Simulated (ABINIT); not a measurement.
Planning a run of ABINIT 10.8.3 on Cs2KYF6 (Fm-3m). The input:

```
acell 3*1.0 Angstrom
rprim 
  0.000000000000 4.722500000000 4.722500000000
  4.722500000000 0.000000000000 4.722500000000
  4.722500000000 4.722500000000 -0.000000000000
ntypat 4
znucl 19 55 39 9
natom 10
typat 1 2 2 3 4 4 4 4 4 4
xred 
  0.500000000000 0.500000000000 0.500000000000
  0.250000000000 0.250000000000 0.250000000000
  0.750000000000 0.750000000000 0.750000000000
  0.000000000000 0.000000000000 0.000000000000
  0.775000000000 0.225000000000 0.225000000000
  0.225000000000 0.775000000000 0.225000000000
  0.225000000000 0.775000000000 0.775000000000
  0.775000000000 0.225000000000 0.775000000000
  0.225000000000 0.225000000000 0.775000000000
  0.775000000000 0.775000000000 0.225000000000
pp_dirpath "pseudos"
pseudos "K.upf, Cs.upf, Y.upf, F.upf"
ecut 36
ngkpt 2 2 2
nshiftk 1
shiftk 0 0 0
kptopt 1
chksymbreak 0
istwfk *1
occopt 1
irdwfk 1
optdriver 4
nband 235
gwcalctyp 10
ecutsigx 36
symsigma 1
nkptgw 3
kptgw 
  0.0000000000 0.0000000000 0.0000000000
  0.5000000000 0.0000000000 0.0000000000
  0.5000000000 0.5000000000 0.0000000000
bdgw 
  14 58
  14 58
  14 58
ecuteps 4.8
irdscr 1
ppmodel 1
indata_prefix "in"
outdata_prefix "out"
tmpdata_prefix "tmp"
```

```sh
OMP_NUM_THREADS=1 mpirun -n 4 abinit run.abi > log
```

Question: Estimate wall time and host memory on 4 MPI ranks of Arm Neoverse V1, shared host.

It took 13 min; on shared hardware allow 6.6 min to 26 min. Peak host memory was 6.0 GiB.

[Paths, hosts, dates, memory and timing lines, banners, echoed tables and standing remarks are left out of the program output.]

[Logs are printed without paths, hosts, clocks, repeated set-up lines and the standing remarks that a program may print on its own settings, such as how far it seeks lower states.]

[Runs of the session that timed out or met a known fault of the program may be left out.]

[Hosts, paths, dates, database ids (printed as entryN), source tags and the programs' standing remarks are cut or masked in the printed files.]

[G0W0 gaps are taken among the corrected bands and points alone; a level outside them can change the order at an edge.]

[Where Ansatz stands beside ABINIT at settings called matched, ABINIT's density can come from a denser mesh and the files from another edition; pairs whose starting gaps differed by over 0.03 eV were left out, so agreement reads better than it is.]
